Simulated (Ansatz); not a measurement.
# Work function of Ta(100): what the settings cost and change

How thick a slab and how much vacuum does the work function of Ta(100) need?

Main program and level: Ansatz 0.2.0; plane-wave DFT, PBE, Ansatz PAW.

**Measured values to reproduce.**

“Anisotropic work function of elemental crystals” (2019, arxiv:1902.07811) quotes from earlier work for Ta (clean (100) face, a compiled value): work function (clean (100) face, a compiled value) 4.1 eV.

### Step 1. Set-up

The cell holds 1 atom: 1 Ta. Its edges and angles: a = 3.310 Å, b = 3.310 Å, c = 18.000 Å, α = 90.0°, β = 90.0°, γ = 90.0°. Vacuum lies along c.

### Step 2. Run, setting 1 layer

A work function rests on the faint tail of the density, so the SCF threshold is tight. The slab grows from one layer, at fixed mesh and 18 Å of vacuum; then the vacuum is varied on one slab.

input.yaml

```yaml
crystal:
  lattice:
    - [3.31, 0.0, 0.0]
    - [0.0, 3.31, 0.0]
    - [0.0, 0.0, 18.0]
  atoms:
    - { symbol: Ta, position: [0.5, 0.5, 0.5] }
kpoints:
  mp_grid: { grid: [12, 12, 1] }
hamiltonian:
  xc: pbe
scf:
  occupations: { method: fermi_dirac, width: 0.1 }
  convergence: { dr2_threshold: 1.0e-09 }
efield:
  axis: 3
  dipole_correction: true
  ramp_position: 0.97
  ramp_width: 0.06
output:
  write_potential: true
  write_density: true
  volumetric_format: npy
  elf: true
```

Command:

```sh
$ ansatz run input.yaml --threads 2 --pin off --max-ram 3072MiB --backend cpu --events-out ev --progress --plain --runs-dir out
```

Numbers of over 12 decimals in the logs are rounded to 6 here.

Output:

```text
Engine: ansatz 0.2.0, aarch64-unknown-linux-gnu
Pseudopotentials: kind: paw
Pseudopotential: Ta, paw, valence charge 13, recommended cutoff 420 eV (normal), Ta.paw.azcp
Functional definition: PBE
  parameter kappa = 0.804
  parameter beta = 0.066725
  exchange = pbe_x(kappa = kappa, mu = beta*pi^2/3)
  correlation = pbe_c(beta = beta)
Crystal: 1 atoms, lattice volume = 197.210 Å³
Basis set: ecut = 420 eV, 3877 PW (Γ)
Bands: 11, of which v1, the nominal top of the filled ones, is band 7 counted from 1 (6 counted from 0)
Symmetry: 8 space group operations
k-points: 28 of 144
Non-local potential: Ta, projectors of the file, l = 0: 3, l = 1: 2, l = 2: 2, l = 3: 1
PAW form: soft (Blöchl's): semilocal exchange-correlation on the pseudo side does not see the compensation charge
PAW one-centre angular grid: Ta, 590 points (default); XC on 64 Gauss nodes
Initial density: superposition of atomic densities (neutral atoms: chi_scale 0, normalization atom), corrected by the library's trained network
Initial wavefunctions: pseudopotential atomic-orbital guess
Functional: x = pbe(κ = 0.804, μ = 0.219515), c = pbe(β = 0.066725)
SCF iter   1: F=—  HF=-9927.125885 eV  |F-HF|=—  |Δ(HF+E_count)|=         —  Δρ=2.88e-3  dr2=3.33e-2  ethr=1.77e-3  p=-0.000 e·Å  D=-1.98e-15 V/Å  ΔV_dip=0.00 eV  dr2_dipole=4.52e-13  V_vac-E_F(+/−)=4.55/4.55 eV  ⟨swp⟩=5.0  Hψ=1834  notcnv=0
efield: sawtooth ramp at fractional position 0.9700 (set: `efield.ramp_position`, or a place that a band, a saddle search or an elastic batch's reference lends), width 0.0600; the density the first Hamiltonian is built on has a dipole p = -0.000 e·Å; the dipole correction subtracts the counter field D = -1.98e-15 V/Å, which shifts the + side's vacuum level by +0.00 eV against the − side's; the planar-averaged density in the ramp window peaks in size at 9.6e-6 e/Å³
preconditioner: auto → LDOS  [metal: Δε(μ)=0.047 eV  Ē_g=2.798 eV  σ=0.100 eV  W_gap=0.12  n_scr=8 (ndim 8)  ℏωp=5.9 eV  f_vac=0.702  D(μ)=4.65/eV (n_scr^D=30)  β→1.0]
SCF iter   2: F=—  HF=-9927.118744 eV  |F-HF|=—  |Δ(HF+E_count)|=   7.14e-3  Δρ=1.36e-3  dr2=4.27e-3  ethr=2.56e-4  p=-0.000 e·Å  D=-1.59e-7 V/Å  ΔV_dip=0.00 eV  dr2_dipole=5.57e-13  V_vac-E_F(+/−)=4.48/4.48 eV  ⟨swp⟩=2.6  Hψ=646  notcnv=0
SCF iter   3: F=—  HF=-9927.119530 eV  |F-HF|=—  |Δ(HF+E_count)|=   7.86e-4  Δρ=8.73e-4  dr2=2.76e-3  ethr=3.29e-5  p=-0.000 e·Å  D=-1.92e-7 V/Å  ΔV_dip=0.00 eV  dr2_dipole=5.82e-12  V_vac-E_F(+/−)=4.46/4.46 eV  ⟨swp⟩=2.2  Hψ=498  notcnv=0
SCF iter   4: F=—  HF=-9927.119051 eV  |F-HF|=—  |Δ(HF+E_count)|=   4.79e-4  Δρ=2.14e-4  dr2=1.61e-4  ethr=2.13e-5  p=0.000 e·Å  D=1.10e-8 V/Å  ΔV_dip=-0.00 eV  dr2_dipole=4.71e-14  V_vac-E_F(+/−)=4.42/4.42 eV  ⟨swp⟩=2.3  Hψ=372  notcnv=0
SCF iter   5: F=—  HF=-9927.119074 eV  |F-HF|=—  |Δ(HF+E_count)|=   2.25e-5  Δρ=4.08e-5  dr2=5.46e-6  ethr=1.24e-6  p=0.000 e·Å  D=5.75e-8 V/Å  ΔV_dip=-0.00 eV  dr2_dipole=8.32e-14  V_vac-E_F(+/−)=4.40/4.40 eV  ⟨swp⟩=2.0  Hψ=379  notcnv=0
SCF iter   6: F=—  HF=-9927.119082 eV  |F-HF|=—  |Δ(HF+E_count)|=   8.67e-6  Δρ=1.28e-5  dr2=4.92e-7  ethr=4.20e-8  p=0.000 e·Å  D=1.70e-8 V/Å  ΔV_dip=-0.00 eV  dr2_dipole=1.48e-14  V_vac-E_F(+/−)=4.39/4.39 eV  ⟨swp⟩=2.4  Hψ=514  notcnv=0
SCF iter   7: F=—  HF=-9927.119071 eV  |F-HF|=—  |Δ(HF+E_count)|=   1.10e-5  Δρ=2.77e-6  dr2=9.72e-9  ethr=3.79e-9  p=0.000 e·Å  D=1.61e-8 V/Å  ΔV_dip=-0.00 eV  dr2_dipole=2.48e-14  V_vac-E_F(+/−)=4.39/4.39 eV  ⟨swp⟩=2.1  Hψ=407  notcnv=0
SCF iter   8: F=-9927.119071 eV  HF=-9927.119071 eV  |F-HF|=1.03e-9  |Δ(HF+E_count)|=   5.33e-8  Δρ=3.76e-7  dr2=3.86e-10  ethr=7.69e-12  p=-0.000 e·Å  D=-1.15e-8 V/Å  ΔV_dip=0.00 eV  dr2_dipole=4.62e-14  V_vac-E_F(+/−)=4.39/4.39 eV  ⟨swp⟩=4.1  Hψ=1039  notcnv=0
SCF 1 converged in 8 iterations: F = -9927.119071 eV  dr2 = 3.86e-10
  greatest PAW one-centre occupation: 0.999 electrons in one spin orbital (limit 2), on the Ta atom at site 0 (counted from 0), in its partial waves of l = 0
WARN: The output density's exchange-correlation potential varies sharply where the density is thin. Do not read a vacuum level from v_tot or v_xc, or from such a field of the output density. On a cell that repeats whose density bears no net charge and no dipole along the vacuum's axis use v_es (v_loc + v_h of the components); under efield.dipole_correction with no amplitude use v_es + v_field, which holds any externa [...]
SCF converged after 8 iterations
Free energy (F): -9927.119071 eV
Harris-Foulkes:  -9927.119071 eV  (|F-HF|=1.03e-9)
Internal energy: -9926.966564 eV  (E = F + TS)
E sigma→0 (E₀):  -9927.042818 eV
Entropy (-TS):   -0.152507 eV (-152.507 meV/atom)
Fermi energy:    -2.032738 eV
Dipole field:    D = 0.000000 V/Å  (p = 0.000000 e·Å, saw-weighted, corrected)
Work function:   Φ+ = 4.3886 eV   Φ− = 4.3886 eV
Levels:          The Fermi level and band energies are counted from a zero that moves with the ramp; work functions are not
--- Per-component energies (eV) ---
  E_band       = -381.098736
  E_kinetic    = 354.808244
  E_local      = -4252.593328  (includes V_loc(G=0)·N_el)
  E_nonlocal   = 13.324663
  E_hartree    = 1904.011128
  E_xc         = -211.323067
  E_vxc        = -194.443969  (∫ρ·V_xc dr)
  E_paw        = -8394.847288  (= ΣΔE_a)
  E_vpaw       = -110.215924  (= ΣTr[D̂ρ^β])
  E_aug_tail   = 0.000150  (compensation charges beyond the density's cutoff)
  E_efield     = 0.000000  (sawtooth field / dipole correction)
  E_vefield    = 0.000000  (∫n·V_field dr)
  E_ewald      = 659.652935
  E_smearing   = -0.152507  (= −TS)
  E_closure    = -0.000000  (closes the sum)
  Σ components = -9927.119071   (vs F -9927.119071, Δ=0.00e0)
--- Band table (eV; the first three rows and the last of 28) ---
  k-point 0: bands = [... 3 lower, -37.0801, -6.3487, -3.2238, -2.3078, -1.2174, -0.3590, -0.3590, 0.7799]
  k-point 1: bands = [... 3 lower, -37.0792, -6.2176, -3.1482, -2.2611, -1.3993, -0.3442, -0.1987, 0.6549]
  k-point 2: bands = [... 3 lower, -37.0767, -5.8459, -2.9307, -2.1229, -1.7701, -0.3032, 0.1508, 0.3399]
  k-point 27: bands = [... 3 lower, -37.2350, -3.4661, -2.1457, -2.1457, -1.2200, 1.7716, 1.7716, 1.8370]
```

Run time: 9.7 s. Hardware: 2 threads of Arm Neoverse N1, shared host; peak memory 0.43 GiB; 14 s of CPU time.

In the SCF lines HF is the Harris–Foulkes energy and dr2 the Hartree energy of the density residual, in eV; the loop may stop once dr2 is under the threshold and the program's other checks hold. Hψ counts applications of the Hamiltonian.

This step gave:

```
energy at zero smearing   : -9927.0428 eV
work function, upper face : 4.389 eV
```

Running mean over 1.655 Å of the planar mean; the ramp of the sawtooth is left out. The electron's electrostatic potential energy less the Fermi level by z:

```
z (Å)  electron's electrostatic potential energy less the Fermi level (eV)
  3.0                                                                 4.39
  3.5                                                                 4.39
  4.0                                                                 4.39
  4.5                                                                 4.39
  5.0                                                                 4.38
  5.5                                                                 4.36
  6.0                                                                 4.31
  6.5                                                                 4.12
  7.0                                                                 3.54
  7.5                                                                 1.82
  8.0                                                                -2.13
  8.5                                                                -6.92
  9.0                                                                -8.93
  9.5                                                                -6.92
 10.0                                                                -2.13
 10.5                                                                 1.82
 11.0                                                                 3.54
 11.5                                                                 4.12
 12.0                                                                 4.31
 12.5                                                                 4.36
 13.0                                                                 4.38
 13.5                                                                 4.39
 14.0                                                                 4.39
 14.5                                                                 4.39
 15.0                                                                 4.39
```

Valence density in the ca plane at fractional y = 0.500, with atoms of Ta within 0.2 Å of it. It is the smooth field of the valence electrons, not physical close to the nuclei.

Ten steps, logarithmic in the rise over the least value, from '0' (0.0 e/Å³) to '9' (4.2 e/Å³), each cell a mean:
```
00000000000000000012344321100000000000000000
00000000000000000012466532100000000000000000
00000000000000000013799852100000000000000000
00000000000000000014899962100000000000000000
00000000000000000014899962100000000000000000
00000000000000000013688742100000000000000000
00000000000000000012355432100000000000000000
00000000000000000012333321100000000000000000
```
Columns run along c (18.0 Å), rows up along a (3.3 Å). Atoms in or near the plane, at fractional coordinates: Ta at (0.50, 0.50).

ELF in the ca plane at fractional y = 0.500, with atoms of Ta within 0.2 Å of it. It is the smooth field of the valence electrons, not physical close to the nuclei.

Values, 5 rows by 16 columns, each cell a mean:
```
0.00 0.00 0.00 0.00 0.00 0.04 0.29 0.41 0.40 0.34 0.06 0.00 0.00 0.00 0.00 0.00
0.00 0.00 0.00 0.00 0.00 0.02 0.11 0.45 0.53 0.13 0.03 0.00 0.00 0.00 0.00 0.00
0.00 0.00 0.00 0.00 0.00 0.02 0.06 0.44 0.46 0.08 0.02 0.00 0.00 0.00 0.00 0.00
0.00 0.00 0.00 0.00 0.00 0.03 0.16 0.40 0.47 0.18 0.04 0.00 0.00 0.00 0.00 0.00
0.00 0.00 0.00 0.00 0.00 0.04 0.33 0.48 0.47 0.40 0.07 0.00 0.00 0.00 0.00 0.00
```
Columns run along c (18.0 Å), rows up along a (3.3 Å). Atoms in or near the plane, at fractional coordinates: Ta at (0.50, 0.50).

Electrostatic potential energy in the ca plane at fractional y = 0.500, with atoms of Ta within 0.2 Å of it. With pseudopotentials it is smooth inside the atoms' cores, unlike the true potential.

Values in eV, 5 rows by 16 columns, each cell a mean:
```
  2   2   2   2   2   2   1  -4  -6   1   2   2   2   2   2   2
  2   2   2   2   2   2  -1 -22 -27  -2   2   2   2   2   2   2
  2   2   2   2   2   2  -2 -28 -32  -4   2   2   2   2   2   2
  2   2   2   2   2   2   0 -17 -21  -1   2   2   2   2   2   2
  2   2   2   2   2   2   2  -2  -3   1   2   2   2   2   2   2
```
Columns run along c (18.0 Å; values clipped at the 3rd and 97th percentile), rows up along a (3.3 Å). Atoms in or near the plane, at fractional coordinates: Ta at (0.50, 0.50).

The work function is 4.389 eV.

### Step 3. Slab, 2 atoms

System of this step: Ta(100). The cell holds 2 atoms: 2 Ta. Cell: a = 3.310 Å, b = 3.310 Å, c = 19.655 Å, α = 90.0°, β = 90.0°, γ = 90.0°. Vacuum lies along c.

input.yaml, the sections that differ from step 2:

```yaml
crystal:
  lattice:
    - [3.31, 0.0, 0.0]
    - [0.0, 3.31, 0.0]
    - [0.0, 0.0, 19.655]
  atoms:
    - { symbol: Ta, position: [0.5, 0.5, 0.4578987535] }
    - { symbol: Ta, position: [0.0, 0.0, 0.5421012465] }
output:
  write_potential: true
  write_density: true
  volumetric_format: npy
# kpoints, hamiltonian, scf, efield: as in step 2
```

Output:

```text
[...]
Crystal: 2 atoms, lattice volume = 215.342 Å³
Basis set: ecut = 420 eV, 4249 PW (Γ)
Bands: 17, of which v1, the nominal top of the filled ones, is band 13 counted from 1 (12 counted from 0)
Symmetry: 8 space group operations
k-points: 28 of 144
[...]
k-point 0: bands = [... 9 lower, -3.2363, -2.8964, -0.5705, 0.4845, 0.5245, 0.5245, 0.6449, 1.3838]
  k-point 1: bands = [... 9 lower, -3.1724, -2.8055, -0.5761, 0.3913, 0.4877, 0.6235, 0.6903, 1.1469]
  k-point 2: bands = [... 9 lower, -3.1219, -2.4225, -0.5404, 0.0306, 0.3715, 0.6864, 0.8846, 0.9738]
  k-point 27: bands = [... 9 lower, -2.6745, -1.7359, -1.7359, 0.9454, 0.9454, 2.5320, 2.5320, 2.9523]
[key lines of the parts left out:]
SCF converged after 8 iterations
Free energy (F): -19860.586408 eV
Fermi energy:    0.086441 eV
Dipole field:    D = -0.000001 V/Å  (p = -0.000002 e·Å, saw-weighted, corrected)
Work function:   Φ+ = 4.0180 eV   Φ− = 4.0179 eV
```

The job ended after 15 s (2 threads; peak memory 0.42 GiB; 22 s of CPU time).

The work function is 4.018 eV, -0.371 eV from the run “1 layer”, at 1.5 times its CPU time.

### Step 4. Run, 3 atoms

System of this step: Ta(100). The cell holds 3 atoms: 3 Ta. Its edges and angles: a = 3.310 Å, b = 3.310 Å, c = 21.310 Å, α = 90.0°, β = 90.0°, γ = 90.0°. Vacuum lies along c.

input.yaml, the sections that differ from step 3:

```yaml
crystal:
  lattice:
    - [3.31, 0.0, 0.0]
    - [0.0, 3.31, 0.0]
    - [0.0, 0.0, 21.31]
  atoms:
    - { symbol: Ta, position: [0.0, 0.0, 0.422336931] }
    - { symbol: Ta, position: [0.5, 0.5, 0.5] }
    - { symbol: Ta, position: [0.0, 0.0, 0.577663069] }
# kpoints, hamiltonian, scf, efield, output: as in step 3
```

Output:

```text
[...]
Crystal: 3 atoms, lattice volume = 233.474 Å³
Basis set: ecut = 420 eV, 4615 PW (Γ)
Bands: 24, of which v1, the nominal top of the filled ones, is band 20 counted from 1 (19 counted from 0)
Symmetry: 8 space group operations
k-points: 28 of 144
[...]
--- Band table (eV; the first three rows and the last of 28) ---
  k-point 0: bands = [... 16 lower, 0.2381, 1.3518, 1.6535, 1.9534, 1.9534, 2.5754, 2.7297, 2.7297]
  k-point 1: bands = [... 16 lower, 0.2399, 1.2342, 1.6884, 1.8924, 2.0440, 2.1126, 2.6565, 3.0958]
  k-point 2: bands = [... 16 lower, 0.3187, 0.9714, 1.5879, 1.6903, 1.7672, 2.2759, 2.7677, 3.2903]
  k-point 27: bands = [... 16 lower, -0.0718, 0.4180, 0.4180, 3.1040, 3.1040, 3.7203, 4.1868, 4.1868]
[key lines of the parts left out:]
SCF converged after 9 iterations
Free energy (F): -29792.928332 eV
Fermi energy:    1.681088 eV
Dipole field:    D = 0.000000 V/Å  (p = 0.000000 e·Å, saw-weighted, corrected)
Work function:   Φ+ = 3.8412 eV   Φ− = 3.8412 eV
```

The job ended after 24 s (2 threads; peak memory 0.46 GiB).

The work function is 3.841 eV, -0.177 eV from the run “2 layers”, at 1.6 times its CPU time.

### Step 5. Slab, 4 atoms

System of this step: Ta(100). The cell holds 4 atoms: 4 Ta. Its edges and angles: a = 3.310 Å, b = 3.310 Å, c = 22.965 Å, α = 90.0°, β = 90.0°, γ = 90.0°. Vacuum lies along c.

input.yaml, the sections that differ from step 4:

```yaml
crystal:
  lattice:
    - [3.31, 0.0, 0.0]
    - [0.0, 3.31, 0.0]
    - [0.0, 0.0, 22.965]
  atoms:
    - { symbol: Ta, position: [0.5, 0.5, 0.3919007185] }
    - { symbol: Ta, position: [0.0, 0.0, 0.4639669062] }
    - { symbol: Ta, position: [0.5, 0.5, 0.5360330938] }
    - { symbol: Ta, position: [0.0, 0.0, 0.6080992815] }
# kpoints, hamiltonian, scf, efield, output: as in step 4
```

Output:

```text
[...]
Crystal: 4 atoms, lattice volume = 251.607 Å³
Basis set: ecut = 420 eV, 4965 PW (Γ)
Bands: 32, of which v1, the nominal top of the filled ones, is band 26 counted from 1 (25 counted from 0)
Symmetry: 8 space group operations
k-points: 28 of 144
[...]
k-point 0: bands = [... 22 lower, 2.5976, 2.6011, 2.7957, 3.1407, 3.1407, 3.3884, 3.3884, 3.5681, ... 2 higher]
  k-point 1: bands = [... 22 lower, 2.4140, 2.5681, 2.7661, 3.0047, 3.0525, 3.3021, 3.4643, 3.8127, ... 2 higher]
  k-point 2: bands = [... 22 lower, 2.1070, 2.5136, 2.5312, 2.7235, 2.7433, 3.6060, 3.6829, 3.7794, ... 2 higher]
  k-point 27: bands = [... 22 lower, 1.0859, 1.0859, 2.2308, 2.2308, 4.5823, 4.5823, 5.2137, 5.2137, ... 2 higher]
[key lines of the parts left out:]
SCF converged after 10 iterations
Free energy (F): -39725.208315 eV
Fermi energy:    2.803923 eV
Dipole field:    D = 0.000000 V/Å  (p = 0.000000 e·Å, saw-weighted, corrected)
Work function:   Φ+ = 3.9878 eV   Φ− = 3.9878 eV
```

It took 32 s on 2 threads; peak memory 0.53 GiB; 52 s of CPU time.

The work function is 3.988 eV, +0.147 eV from the run “3 layers”, at 1.5 times its CPU time.

### Step 6. Run, 5 atoms

System of this step: Ta(100). The cell holds 5 atoms: 5 Ta. Its edges and angles: a = 3.310 Å, b = 3.310 Å, c = 24.620 Å, α = 90.0°, β = 90.0°, γ = 90.0°. Vacuum lies along c.

input.yaml, the sections that differ from step 5:

```yaml
crystal:
  lattice:
    - [3.31, 0.0, 0.0]
    - [0.0, 3.31, 0.0]
    - [0.0, 0.0, 24.62]
  atoms:
    - { symbol: Ta, position: [0.0, 0.0, 0.3655564582] }
    - { symbol: Ta, position: [0.5, 0.5, 0.4327782291] }
    - { symbol: Ta, position: [0.0, 0.0, 0.5] }
    - { symbol: Ta, position: [0.5, 0.5, 0.5672217709] }
    - { symbol: Ta, position: [0.0, 0.0, 0.6344435418] }
# kpoints, hamiltonian, scf, efield, output: as in step 5
```

Output:

```text
[...]
Crystal: 5 atoms, lattice volume = 269.739 Å³
Basis set: ecut = 420 eV, 5323 PW (Γ)
Bands: 39, of which v1, the nominal top of the filled ones, is band 33 counted from 1 (32 counted from 0)
Symmetry: 8 space group operations
k-points: 28 of 144
[...]
k-point 0: bands = [... 29 lower, 3.8546, 4.3393, 4.3393, 4.3675, 4.3675, 4.6111, 4.6575, 5.0225, ... 2 higher]
  k-point 1: bands = [... 29 lower, 3.8304, 4.0731, 4.1238, 4.2199, 4.4556, 4.6303, 4.6436, 4.7691, ... 2 higher]
  k-point 2: bands = [... 29 lower, 3.6428, 3.7289, 3.7394, 4.0071, 4.4622, 4.5463, 4.6874, 4.8442, ... 2 higher]
  k-point 27: bands = [... 29 lower, 2.6414, 2.6414, 3.8567, 3.8567, 5.8384, 5.8384, 6.2207, 6.2207, ... 2 higher]
[key lines of the parts left out:]
SCF converged after 10 iterations
Free energy (F): -49657.587086 eV
Fermi energy:    3.870057 eV
Dipole field:    D = 0.000000 V/Å  (p = 0.000000 e·Å, saw-weighted, corrected)
Work function:   Φ+ = 3.9592 eV   Φ− = 3.9593 eV
```

It took 45 s on 2 threads; peak memory 0.6 GiB.

The work function is 3.959 eV, -0.029 eV from the run “4 layers”, at 1.4 times its CPU time.

### Step 7. Slab, 6 atoms

System of this step: Ta(100). The cell holds 6 atoms: 6 Ta. Cell: a = 3.310 Å, b = 3.310 Å, c = 26.275 Å, α = 90.0°, β = 90.0°, γ = 90.0°. Vacuum lies along c.

input.yaml, the sections that differ from step 6:

```yaml
crystal:
  lattice:
    - [3.31, 0.0, 0.0]
    - [0.0, 3.31, 0.0]
    - [0.0, 0.0, 26.275]
  atoms:
    - { symbol: Ta, position: [0.5, 0.5, 0.3425309229] }
    - { symbol: Ta, position: [0.0, 0.0, 0.4055185538] }
    - { symbol: Ta, position: [0.5, 0.5, 0.4685061846] }
    - { symbol: Ta, position: [0.0, 0.0, 0.5314938154] }
    - { symbol: Ta, position: [0.5, 0.5, 0.5944814462] }
    - { symbol: Ta, position: [0.0, 0.0, 0.6574690771] }
# kpoints, hamiltonian, scf, efield, output: as in step 6
```

Output:

```text
[...]
Crystal: 6 atoms, lattice volume = 287.872 Å³
Basis set: ecut = 420 eV, 5703 PW (Γ)
Bands: 47, of which v1, the nominal top of the filled ones, is band 39 counted from 1 (38 counted from 0)
Symmetry: 8 space group operations
k-points: 28 of 144
[...]
k-point 0: bands = [... 35 lower, 4.6961, 5.2512, 5.2512, 5.3114, 5.3114, 5.5600, 5.5880, 5.5880, ... 4 higher]
  k-point 1: bands = [... 35 lower, 4.6604, 4.9994, 5.1266, 5.2192, 5.3352, 5.3753, 5.5305, 5.5656, ... 4 higher]
  k-point 2: bands = [... 35 lower, 4.5692, 4.5801, 4.5894, 5.0814, 5.1279, 5.2114, 5.6306, 5.7264, ... 4 higher]
  k-point 27: bands = [... 35 lower, 3.2529, 3.9773, 3.9773, 5.1477, 5.1477, 6.8452, 6.8452, 7.0854, ... 4 higher]
[key lines of the parts left out:]
SCF converged after 10 iterations
Free energy (F): -59589.893182 eV
Fermi energy:    4.780777 eV
Dipole field:    D = 0.000000 V/Å  (p = 0.000000 e·Å, saw-weighted, corrected)
Work function:   Φ+ = 3.9772 eV   Φ− = 3.9772 eV
```

The job ended after 56 s (2 threads; peak memory 0.68 GiB; 91 s of CPU time).

The work function is 3.977 eV, +0.018 eV from the run “5 layers”, at 1.3 times its CPU time.

[end of part 1 of 2]

[Logs are printed without paths, hosts, clocks, repeated set-up lines and the standing remarks that a program may print on its own settings, such as how far it seeks lower states.]

[Hosts, paths, dates, database ids (printed as entryN), source tags and the programs' standing remarks are cut or masked in the printed files.]

[Maps of the electrostatic potential energy from Ansatz leave out the sawtooth potential of an applied field or a dipole correction, so their vacuum need not be flat; planar profiles and work functions include it.]
